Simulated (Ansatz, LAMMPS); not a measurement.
# Glassy 83P2O5-17Al2O3 (mol %) (80 atoms): atom by atom

Calculated values (Ansatz 0.2.0, Kohn-Sham DFT, PBEsol, PAW (set soft_2), plane waves; cutoff 420 eV, Γ point, fermi-dirac smearing of 0.05 eV; density 2.54 g/cm³) for the geometry as built.

Cell vectors (Å):

```
10.199 0.000 0.000
0.000 10.199 0.000
0.000 0.000 10.199
```

Positions in Å, forces in eV/Å:

```csv
atom,x,y,z,fx,fy,fz
P1,4.007,9.718,8.858,3.630,-4.259,1.537
P2,1.508,8.595,0.098,-1.581,-3.305,0.431
P3,0.487,0.296,6.679,0.608,-2.121,4.533
P4,7.682,7.233,2.031,3.202,1.707,0.354
P5,1.782,2.635,5.287,-0.607,-1.028,-0.044
P6,6.068,2.115,2.500,0.783,-5.785,0.851
P7,3.083,1.419,2.784,-1.338,-1.306,-5.643
P8,6.635,8.313,4.805,1.103,3.119,1.736
P9,4.710,7.280,6.954,-4.536,-2.284,-2.975
P10,10.045,0.202,1.869,-0.742,-0.466,6.145
P11,9.658,7.758,5.800,-0.098,-2.862,-1.475
P12,2.653,6.721,2.377,1.087,-2.214,-3.661
P13,3.618,9.011,4.107,-0.733,-0.878,2.642
P14,9.970,3.248,1.359,0.096,-0.509,0.864
P15,9.348,5.834,8.083,-3.550,-2.014,0.347
P16,1.449,4.070,9.123,1.803,-2.304,-1.514
P17,7.891,4.227,5.794,-2.189,-0.707,-1.300
P18,4.166,1.970,7.036,3.591,1.904,0.582
P19,8.220,1.090,8.379,-2.406,1.621,2.774
P20,7.120,4.454,0.812,2.029,0.381,2.306
Al21,4.696,4.650,8.863,-2.073,0.103,-1.175
Al22,6.827,9.792,0.542,1.203,0.768,-0.703
Al23,6.934,1.270,5.554,-0.047,1.749,1.450
Al24,0.326,5.075,4.037,-2.240,1.829,-0.427
O25,3.040,7.761,3.382,0.237,2.848,2.959
O26,0.254,6.813,4.958,0.856,-0.077,-0.866
O27,9.452,0.693,7.524,2.103,-0.048,-1.417
O28,0.783,7.719,9.405,-0.500,0.250,-1.546
O29,1.626,5.749,2.891,-1.167,-0.170,0.974
O30,3.888,6.138,1.830,0.290,-0.674,-0.204
O31,2.362,2.159,3.920,-0.568,1.358,1.899
O32,3.540,10.147,3.060,0.453,1.211,-2.697
O33,8.665,4.812,4.643,2.883,0.811,-2.558
O34,9.846,1.704,1.337,-0.475,2.208,-1.552
O35,0.747,0.255,3.069,0.478,0.397,-0.189
O36,5.981,7.621,6.140,3.093,0.233,0.047
O37,3.614,7.066,5.945,1.084,-0.060,1.265
O38,8.636,4.897,6.992,1.760,0.962,3.077
O39,0.852,1.478,5.773,-0.821,1.456,-2.102
O40,0.413,5.001,8.470,-0.518,2.182,-0.781
O41,9.150,7.146,2.169,-0.466,-0.043,0.231
O42,8.109,0.163,9.630,-0.166,-1.478,-0.054
O43,5.226,9.791,9.804,-1.710,0.217,-1.197
O44,4.509,2.068,2.708,0.944,2.092,0.626
O45,8.092,2.707,5.855,0.280,-1.621,0.273
O46,7.133,0.766,7.412,-2.035,-0.646,-2.178
O47,6.992,7.621,3.436,-1.272,-0.661,0.199
O48,4.613,3.068,7.998,-0.259,0.037,-0.176
O49,2.829,9.221,9.747,1.323,2.092,-0.755
O50,9.694,7.054,7.187,0.630,0.898,2.034
O51,0.827,3.709,0.332,-0.462,0.518,1.719
O52,8.415,6.032,9.236,0.958,0.218,-0.875
O53,6.802,1.952,3.791,-0.665,0.467,0.182
O54,8.182,2.464,8.931,0.875,0.850,-0.311
O55,8.229,7.816,5.398,-2.022,-0.187,-0.230
O56,3.995,0.748,7.979,-1.603,0.080,0.260
O57,6.354,0.884,1.599,-0.811,1.815,0.720
O58,6.538,3.347,1.781,-0.268,1.972,-0.054
O59,10.183,3.750,2.760,0.332,-0.263,-0.662
O60,0.647,9.648,0.796,0.605,0.409,-2.367
O61,4.865,6.131,7.944,1.147,-0.538,0.742
O62,2.887,9.614,5.208,-0.720,-0.005,1.451
O63,2.430,1.660,1.444,1.301,-0.297,2.160
O64,1.543,10.130,7.613,0.815,-0.027,-0.204
O65,8.708,9.869,2.288,-0.358,0.335,-2.146
O66,7.272,5.782,1.608,-2.206,-2.797,-0.416
O67,10.160,9.186,5.958,0.539,1.488,-1.079
O68,5.105,8.762,4.354,0.247,-0.181,-1.470
O69,6.010,4.491,10.040,-0.195,0.346,-1.634
O70,5.118,1.549,5.974,0.275,-0.041,-0.492
O71,6.447,4.565,5.754,-0.354,0.359,0.477
O72,1.461,2.828,8.337,0.202,-0.419,-0.246
O73,2.058,7.637,1.187,0.073,0.311,1.323
O74,1.135,3.988,5.222,1.179,-1.522,0.361
O75,2.793,4.764,9.275,1.175,0.386,0.514
O76,8.617,3.921,0.890,-0.996,0.410,-1.224
O77,7.063,9.816,5.047,-0.275,-2.502,-0.888
O78,4.295,8.455,7.902,-0.327,2.971,1.568
O79,7.012,8.112,0.999,-0.803,0.153,-0.154
O80,2.975,2.531,6.244,-1.107,0.781,0.028
```

The quench rate of 6 K/ps is many orders above laboratory rates, so the cell is likely richer in defects and strain than a real sample. The force components of 1.6 eV/Å r.m.s. hold both thermal displacement and the mismatch between the potential that made the cell and DFT. The network of bonds at the start is that of the classical potential that made the cell, and needn't be the one that DFT or experiment would give. Only the Γ point is sampled, in a cell whose shortest periodic width is 10 Å.

The r.m.s. force component is 1.62 eV/Å; the longest force, 6.21 eV/Å, acts on P10.

[Logs are printed without paths, hosts, clocks, repeated set-up lines and the standing remarks that a program may print on its own settings, such as how far it seeks lower states.]

[Hosts, paths, dates, database ids (printed as entryN), source tags and the programs' standing remarks are cut or masked in the printed files.]
